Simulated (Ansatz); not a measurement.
**What SiPbS3 in P4/mbm, a phase reached by a soft mode distorts into**

Wanted: the energy along a soft mode of SiPbS3 in P4/mbm, a phase reached by a soft mode and the structure at the end.

Calculated with Ansatz 0.2.0; DFT PBEsol, scalar-relativistic, plane waves, PAW; PAW set soft_1.

This is a report of a sequence of runs, with most program output left out.

The structure was built from a prototype and need not be the compound's stable phase.

In doubt: the program warns that the response may not be converged on this k-mesh (step 2), which bears on the force constants and all frequencies.

## 1. The starting structure

It takes space group P4/mbm (No. 127, tetragonal). The conventional cell has a = 6.170 Å, b = 6.170 Å, c = 5.022 Å, α = 90.00°, β = 90.00°, γ = 90.00°. Nearest to Pb lie 8 S at 2.98 to 3.08 Å. Nearest to Si lie 6 S at 2.26 to 2.51 Å. Nearest to S lie 2 Si at 2.26 Å and 2 Pb at 2.98 Å. S has 2 Si at 2.51 Å and 4 Pb at 3.08 Å nearest. Farther neighbours and most contacts between anions are not listed.

Structure file:

```cif
data_structure
_symmetry_space_group_name_H-M 'P4/mbm'
_symmetry_Int_Tables_number 127
_cell_length_a 6.1697
_cell_length_b 6.1697
_cell_length_c 5.0216
_cell_angle_alpha 90.000
_cell_angle_beta 90.000
_cell_angle_gamma 90.000
_cell_volume 191.15
loop_
_atom_site_label
_atom_site_type_symbol
_atom_site_symmetry_multiplicity
_atom_site_Wyckoff_symbol
_atom_site_fract_x
_atom_site_fract_y
_atom_site_fract_z
_atom_site_occupancy
Pb1 Pb 2 d 0.50000 0.00000 0.00000 1
Si1 Si 2 b 0.00000 0.00000 0.50000 1
S1 S 4 h 0.18363 0.68363 0.50000 1
S2 S 2 a 0.00000 0.00000 0.00000 1
```

## 2. Modes at Γ

This phase was reached earlier by freezing in an unstable mode of a structure of higher symmetry and relaxing. Its zone-centre modes can show that it is still unstable.

input.yaml reads:

```yaml
crystal:
  lattice:
    - [6.1696983627, 0.0, 0.0]
    - [0.0, 6.1696983627, 0.0]
    - [0.0, 0.0, 5.0215666547]
  atoms:
    - { symbol: Pb, position: [0.5, 0.0, 0.0] }
    - { symbol: Pb, position: [0.0, 0.5, 0.0] }
    - { symbol: Si, position: [0.0, 0.0, 0.5] }
    - { symbol: Si, position: [0.5, 0.5, 0.5] }
    - { symbol: S, position: [0.1836319522, 0.6836319522, 0.5] }
    - { symbol: S, position: [0.8163680478, 0.3163680478, 0.5] }
    - { symbol: S, position: [0.3163680478, 0.1836319522, 0.5] }
    - { symbol: S, position: [0.6836319522, 0.8163680478, 0.5] }
    - { symbol: S, position: [0.0, 0.0, 0.0] }
    - { symbol: S, position: [0.5, 0.5, 0.0] }
kpoints:
  mp_grid: { grid: [6, 6, 6] }
hamiltonian:
  xc: pbesol
  pseudopotentials: { kind: paw, azcp: { folder: soft_1 }, xc_functional: pbe }
scf:
  occupations: { method: fixed }
output:
  eigenvalues: true
phonons:
  method: dfpt
  dielectric: true
  rigid_motions: translations
```

Started as:

```
$ ansatz run input.yaml --threads 8 --pin off --max-ram 16384MiB --backend cpu --events-out ev --progress --plain --runs-dir out
```

Run time: 2.8 min. Hardware: 8 threads of Arm Neoverse V2, shared host; peak memory 3.9 GiB.

Numbers from this step:

```
gap on the k-mesh                                       : 0.2777 eV
volume per atom                                         : 19.11 Å³
sum-rule residual before enforcement                    : 7.13e-5 eV/Å²
miss of the charge sum rule                             : 0.1026 e
estimated error of the dielectric tensor                : 0.8073
estimated error of the Born charges                     : 0.6443 e
point group                                             : 4/mmm
highest optical mode at the zone centre (no LO-TO term) : 391.9 cm⁻¹
lowest optical zone-centre mode                         : -300.0 cm⁻¹
mean high-frequency dielectric constant                 : 22.44
largest Born charge (third of the trace)                : 5.356 e
top of the zone-centre spectrum with the field          : 409.3 cm⁻¹
```

Patterns of degenerate modes are one choice out of their space. The modes at Γ (shares of kinetic energy by element, %) (negative means imaginary):

```
mode  frequency (cm⁻¹)  symmetry  Pb %  Si %  S %
   1            -300.0       A2u     0    73   27
   2            -284.2       A1u     0    83   17
   3             -68.8        Eu    13     2   86
   4             -68.8        Eu    13     2   86
   5              -9.8        Eu    34     3   63
   6              -9.8        Eu    34     3   63
   7               0.0  acoustic    63     8   29
   8               0.0  acoustic    63     8   29
   9               0.0  acoustic    63     8   29
  10              31.3        Eu    80     4   17
  11              31.3        Eu    80     4   17
  12              34.4       B1u    90     0   10
  13              87.6       A2u    37    17   46
  14             109.1        Eu     8    25   67
  15             109.1        Eu     8    25   67
  16             170.9       B1u    10     0   90
  17             178.5        Eu     3    31   66
  18             178.5        Eu     3    31   66
  19             206.2        Eg     0     0  100
  20             206.2        Eg     0     0  100
  21             220.6       A1g     0     0  100
  22             220.6       A1u     0    17   83
  23             239.5       A2u     1     1   98
  24             251.6       B2g     0     0  100
  25             280.9       B1g     0     0  100
  26             368.5       A2g     0     0  100
  27             377.1        Eu     0    90   10
  28             377.1        Eu     0    90   10
  29             391.9        Eu     0    36   64
  30             391.9        Eu     0    36   64
```

Displacements in mode 1 (-300.0 cm⁻¹), the largest set to 1:
```
Pb1  0.00  0.00  0.01
Pb2  0.00  0.00  0.01
Si3  0.00  0.00  1.00
Si4  0.00  0.00  1.00
S5   0.00  0.00 -0.22
S6   0.00  0.00 -0.22
S7   0.00  0.00 -0.22
S8   0.00  0.00 -0.22
S9   0.00  0.00 -0.47
S10  0.00  0.00 -0.47
```

Displacements in mode 30 (391.9 cm⁻¹), the largest set to 1:
```
Pb1  0.00  0.00  0.00
Pb2  0.00  0.00  0.00
Si3  0.91  0.47  0.00
Si4 -0.24  1.00  0.00
S5   0.57 -0.02  0.00
S6   0.57 -0.02  0.00
S7  -0.90 -0.69  0.00
S8  -0.90 -0.69  0.00
S9   0.09  0.04  0.00
S10 -0.03  0.10  0.00
```

Before it was imposed, the acoustic sum rule was missed by 7.1e-5 eV/Å² and the charge sum rule by 0.10 e. The charge miss is large and points to the mesh or the basis. The lowest optical mode is imaginary, 300.0i cm⁻¹, so the energy falls along it.

The log warns of the k mesh: “the force constants stand on the 6×6×6 k-mesh, whose period is 8.35 times the interband length at k = (-0.5000, -0.5000, 0.0000), direct gap 0.446 eV, under 14: take them and everything formed from them as unconverged”.

## 3. The mode frozen in, largest atomic shift 0 Å

The mode followed lies at Γ with frequency 300.0i cm⁻¹, the softest among the wavevectors solved. At small amplitude the distorted cell has space group no. 100 by a symmetry search on the positions. The undistorted cell that holds it gives the zero of energy on the same k mesh.

input.yaml, as its differences from that of step 2:

```diff
@@ -22,8 +22,6 @@
 scf:
-  occupations: { method: fixed }
+  occupations: { method: gaussian, width: 0.02 }
 output:
+  forces: true
+  stress: true
   eigenvalues: true
-phonons:
-  method: dfpt
-  dielectric: true
-  rigid_motions: translations
```

It took 2.5 s on 8 threads; peak memory 0.82 GiB.

This step gave:

```
pressure                         : 5.42e-4 GPa
energy from the undistorted cell : 0 meV/atom
```

The run ends at a pressure of 0.00 GPa.

## 4. The mode frozen in, largest atomic shift 0.22 Å

The atoms are moved along the unstable eigenvector, the largest shift by 0.22 Å, with the cell fixed.

input.yaml, the sections that differ from step 3:

```yaml
crystal:
  lattice:
    - [6.1696983627, 0.0, 0.0]
    - [0.0, 6.1696983627, 0.0]
    - [0.0, 0.0, 5.0215666547]
  atoms:
    - { symbol: Pb, position: [0.5, 0.0, 0.0002233248] }
    - { symbol: Pb, position: [0.0, 0.5, 0.0002233248] }
    - { symbol: Si, position: [0.0, 0.0, 0.5438110285] }
    - { symbol: Si, position: [0.5, 0.5, 0.5438110285] }
    - { symbol: S, position: [0.1836319522, 0.6836319522, 0.4903799527] }
    - { symbol: S, position: [0.8163680478, 0.3163680478, 0.4903799527] }
    - { symbol: S, position: [0.3163680478, 0.1836319522, 0.4903799527] }
    - { symbol: S, position: [0.6836319522, 0.8163680478, 0.4903799527] }
    - { symbol: S, position: [0.0, 0.0, -0.0205822895] }
    - { symbol: S, position: [0.5, 0.5, -0.0205822895] }
# kpoints, hamiltonian, scf, output: as in step 3
```

Elapsed: 4.1 s, on 8 threads; peak memory 0.75 GiB; 30 s of CPU time.

This step gave:

- pressure: 1.508 GPa
- gap on the k-mesh: 0.4663 eV
- energy from the undistorted cell: -40.72 meV/atom

The energy, extrapolated to zero smearing, is -40.72 meV/atom against the undistorted cell.

The run ends at a pressure of 1.51 GPa, with forces up to 0.76 eV/Å.

## 5. Energy along the mode, all amplitudes (two of the runs are shown above)

An imaginary frequency means negative curvature, so the energy should fall and then rise again as anharmonic terms take over.

This step gave:

- depth at the lowest point sampled: 40.72 meV/atom
- largest atomic shift at that point: 0.22 Å

Table of energy from the parent by largest atomic shift:

```
largest atomic shift (Å)  energy from the parent (meV/atom)
                   0.000                                  0
                   0.040                              -2.00
                   0.080                              -7.73
                   0.140                              -21.4
                   0.220                              -40.7
                   0.320                              -40.2
                   0.450                               89.4
```

Displacement at unit largest shift by atom:

```
atom  x (Å)  y (Å)  z (Å)  size
 Pb1   0.00   0.00   0.01  0.01
 Pb2   0.00   0.00   0.01  0.01
 Si3   0.00   0.00   1.00  1.00
 Si4   0.00   0.00   1.00  1.00
  S5   0.00   0.00  -0.22  0.22
  S6   0.00   0.00  -0.22  0.22
  S7   0.00   0.00  -0.22  0.22
  S8   0.00   0.00  -0.22  0.22
  S9   0.00   0.00  -0.47  0.47
 S10   0.00   0.00  -0.47  0.47
```

The lowest of the steps tried is at 0.22 Å, 40.7 meV/atom below the parent; the bottom of the well need not coincide with a step.

## 6. Relaxing from the distorted cell

Starting from the lowest point found, all atoms and the cell are let go, so that strain and other modes of the same symmetry can join in.

input.yaml, as its differences from that of step 4:

```diff
@@ -22,3 +22,3 @@
 scf:
-  occupations: { method: gaussian, width: 0.02 }
+  occupations: { method: fixed }
 output:
@@ -27 +27,10 @@
   eigenvalues: true
+  write_density: true
+  write_potential: true
+  elf: true
+  volumetric_format: npy
+relax:
+  adjacent_minimum: "off"
+  f_tol: 0.002
+  max_steps: 120
+  cell: { stress_tol: 0.03 }
```

Elapsed: 62 s, on 8 threads; peak memory 0.83 GiB; 7.7 min of CPU time.

The steps of the relaxation:

```
step  energy less that of the first step (eV)  largest force component (eV/Å)  pressure (GPa)  volume (Å³)
   1                                   0.0000                          0.7640            1.51       191.15
   2                                  -0.4244                          0.9666           -0.47       197.52
   3                                  -0.4579                          0.9401            0.14       198.29
   4                                  -0.6265                          0.2623            0.14       200.59
   5                                  -0.6590                          0.1777            0.02       199.85
   6                                  -0.6937                          0.1691            0.02       201.06
   7                                  -0.7200                          0.0677            0.28       204.05
   8                                  -0.7241                          0.0432            0.01       204.96
   9                                  -0.7246                          0.0089           -0.02       205.06
  10                                  -0.7246                          0.0031           -0.01       205.08
  11                                  -0.7246                          0.0019            0.00       205.06
 12*                                  -0.7301                          0.0021            0.03       205.06
  13                                  -0.7301                          0.0009            0.00       205.34
 14*                                  -0.7301                          0.0009            0.00       205.34
```

Relaxation steps marked * repeat the geometry before them on a plane-wave basis chosen anew for their cell, so energy and pressure can jump there.

Forces are held to the 8 operations that the run works with; a distortion that breaks them can't arise in this run.

```
conventional cell, symmetrised  before  after   change
                         a (Å)   6.170  6.050   -1.9 %
                         b (Å)   6.170  6.050   -1.9 %
                         c (Å)   5.022  5.611  +11.7 %
              volume (Å³/atom)   19.11  20.53   +7.4 %
```

The atoms that moved most (Å, as changes of fractional coordinates times the final cell):

```
atom      dx      dy      dz  length
 Pb1   0.000   0.000   0.286   0.286
 Pb2   0.000   0.000   0.286   0.286
  S7  -0.069   0.069  -0.159   0.187
  S6  -0.069  -0.069  -0.159   0.187
  S5   0.069   0.069  -0.159   0.187
  S8   0.069  -0.069  -0.159   0.187
 Si4   0.000   0.000   0.177   0.177
 Si3   0.000   0.000   0.177   0.177
```

Final coordinates:

```cif
data_structure
_symmetry_space_group_name_H-M 'P 1'
_symmetry_Int_Tables_number 1
_cell_length_a 6.0495
_cell_length_b 6.0495
_cell_length_c 5.6108
_cell_angle_alpha 90.000
_cell_angle_beta 90.000
_cell_angle_gamma 90.000
_cell_volume 205.34
loop_
_atom_site_label
_atom_site_type_symbol
_atom_site_fract_x
_atom_site_fract_y
_atom_site_fract_z
_atom_site_occupancy
Pb1 Pb 0.50000 0.00000 0.05113 1
Pb2 Pb 0.00000 0.50000 0.05113 1
Si3 Si 0.00000 0.00000 0.57540 1
Si4 Si 0.50000 0.50000 0.57540 1
S5 S 0.19499 0.69499 0.46196 1
S6 S 0.80501 0.30501 0.46196 1
S7 S 0.30501 0.19499 0.46196 1
S8 S 0.69499 0.80501 0.46196 1
S9 S 0.00000 0.00000 0.95377 1
S10 S 0.50000 0.50000 0.95377 1
```

This step gave:

| Item | Value |
| --- | --- |
| pressure | -0.004127 GPa |
| gap on the k-mesh | 1.221 eV |
| volume per atom | 20.53 Å³ |

ELF in the ac plane at fractional y = 0.500, with atoms of Pb and Si and S within 0.2 Å of it. It is the smooth field of the valence electrons, not physical close to the nuclei.

Ten even steps from '0' (0.02) to '9' (0.88), each cell a mean:
```
24422795018952353
55322697348841245
43101479998620123
10000268997410001
00111246765311100
01332343433433321
13544454444544541
13554455445544552
13543345455334542
12332112222113331
21211000000001221
43210001221001234
24421147776311343
01431489999722430
01432798359942430
```
Columns run along a (6.0 Å), rows up along c (5.6 Å). Atoms in or near the plane, at fractional coordinates: Pb at (0.00, 0.05), Si at (0.50, 0.58), S at (0.50, 0.95).

Valence density in the ac plane at fractional y = 0.500, with atoms of Pb and Si and S within 0.2 Å of it. It is the smooth field of the valence electrons, not physical close to the nuclei.

Ten steps, logarithmic in the rise over the least value, from '0' (0.0 e/Å³) to '9' (6.8 e/Å³), each cell a mean:
```
87532355346422468
54311355555421245
22100245554310012
00000134554210000
00001233443210000
00112233223321110
11222333223332221
12233333233333321
12232223223223221
12222111111112221
22211000000011122
55310001110001245
87521123332111468
99632235554322589
99632356555422589
```
Columns run along a (6.0 Å), rows up along c (5.6 Å). Atoms in or near the plane, at fractional coordinates: Pb at (0.00, 0.05), Si at (0.50, 0.58), S at (0.50, 0.95).

Electrostatic potential energy in the ac plane at fractional y = 0.500, with atoms of Pb and Si and S within 0.2 Å of it. With pseudopotentials it is smooth inside the atoms' cores, unlike the true potential.

Ten even steps from '0' (-34 eV) to '9' (12 eV), each cell a mean:
```
00489950211799720
45899961003899875
88999986457999998
99999987668999999
99999973225899999
99999851432799999
99999841532789999
99999862114889999
99999987567899999
99999999889999999
88999999999999988
35799999999999864
00489999889998620
10279986347998500
10279961003898500
```
Columns run along a (6.0 Å; values clipped at the 3rd and 97th percentile), rows up along c (5.6 Å). Atoms in or near the plane, at fractional coordinates: Pb at (0.00, 0.05), Si at (0.50, 0.58), S at (0.50, 0.95).

The distorted start has space group P4bm; the relaxation ends in P4bm.

## 7. The new phase in its own primitive cell

The relaxed structure is symmetrised, reduced to its primitive cell and relaxed tightly, as its phonons need.

input.yaml reads:

```yaml
crystal:
  lattice:
    - [6.0495185435, 0.0, 0.0]
    - [0.0, 6.0495185435, 0.0]
    - [0.0, 0.0, 5.6108382615]
  atoms:
    - { symbol: Pb, position: [0.5, 0.0, 0.0511274454] }
    - { symbol: Pb, position: [0.0, 0.5, 0.0511274454] }
    - { symbol: Si, position: [0.0, 0.0, 0.5754004017] }
    - { symbol: Si, position: [0.5, 0.5, 0.5754004017] }
    - { symbol: S, position: [0.194989117, 0.694989117, 0.4619554186] }
    - { symbol: S, position: [0.805010883, 0.305010883, 0.4619554186] }
    - { symbol: S, position: [0.305010883, 0.194989117, 0.4619554186] }
    - { symbol: S, position: [0.694989117, 0.805010883, 0.4619554186] }
    - { symbol: S, position: [0.0, 0.0, 0.9537732849] }
    - { symbol: S, position: [0.5, 0.5, 0.9537732849] }
kpoints:
  mp_grid: { grid: [4, 4, 4] }
hamiltonian:
  xc: pbesol
  pseudopotentials: { kind: paw, azcp: { folder: soft_1 }, xc_functional: pbe }
scf:
  occupations: { method: fixed }
output:
  forces: true
  stress: true
  eigenvalues: true
relax:
  adjacent_minimum: "off"
  f_tol: 0.001
  max_steps: 60
  cell: { stress_tol: 0.01 }
```

Elapsed: 12 s, on 8 threads; peak memory 0.74 GiB.

The steps of the relaxation:

```
step  energy less that of the first step (eV)  largest force component (eV/Å)  pressure (GPa)  volume (Å³)
   1                                   0.0000                          0.0164            0.02       205.34
   2                                   0.0000                          0.0098           -0.03       205.76
   3                                  -0.0001                          0.0067           -0.01       205.60
   4                                  -0.0001                          0.0047            0.00       205.59
   5                                  -0.0001                          0.0016            0.00       205.65
   6                                  -0.0001                          0.0006            0.00       205.66
  7*                                  -0.0001                          0.0006            0.00       205.66
```

Relaxation steps marked * repeat the geometry before them on a plane-wave basis chosen anew for their cell, so energy and pressure can jump there.

Forces are held to the 8 operations that the run works with; a distortion that breaks them can't arise in this run.

```
conventional cell, symmetrised  before  after  change
                         a (Å)   6.050  6.050  +0.0 %
                         b (Å)   6.050  6.050  +0.0 %
                         c (Å)   5.611  5.618  +0.1 %
              volume (Å³/atom)   20.53  20.57  +0.2 %
```

The relaxed structure:

```cif
data_structure
_symmetry_space_group_name_H-M 'P 1'
_symmetry_Int_Tables_number 1
_cell_length_a 6.0501
_cell_length_b 6.0501
_cell_length_c 5.6185
_cell_angle_alpha 90.000
_cell_angle_beta 90.000
_cell_angle_gamma 90.000
_cell_volume 205.66
loop_
_atom_site_label
_atom_site_type_symbol
_atom_site_fract_x
_atom_site_fract_y
_atom_site_fract_z
_atom_site_occupancy
Pb1 Pb 0.50000 0.00000 0.05230 1
Pb2 Pb 0.00000 0.50000 0.05230 1
Si3 Si 0.00000 0.00000 0.57534 1
Si4 Si 0.50000 0.50000 0.57534 1
S5 S 0.19524 0.69524 0.46177 1
S6 S 0.80476 0.30476 0.46177 1
S7 S 0.30476 0.19524 0.46177 1
S8 S 0.69524 0.80476 0.46177 1
S9 S 0.00000 0.00000 0.95304 1
S10 S 0.50000 0.50000 0.95304 1
```

Numbers from this step:

| Item | Value |
| --- | --- |
| pressure | 5.16e-4 GPa |
| gap on the k-mesh | 1.239 eV |
| volume per atom | 20.57 Å³ |
| direct gap on mesh | 1.332 eV |

The largest force component left is 0.56 meV/Å and the pressure is 0.001 GPa, within the tolerances set. The cell now holds 20.57 Å³/atom.

[end of part 1 of 2]

[Logs are printed without paths, hosts, clocks, repeated set-up lines and the standing remarks that a program may print on its own settings, such as how far it seeks lower states.]

[Hosts, paths, dates, database ids (printed as entryN), source tags and the programs' standing remarks are cut or masked in the printed files.]
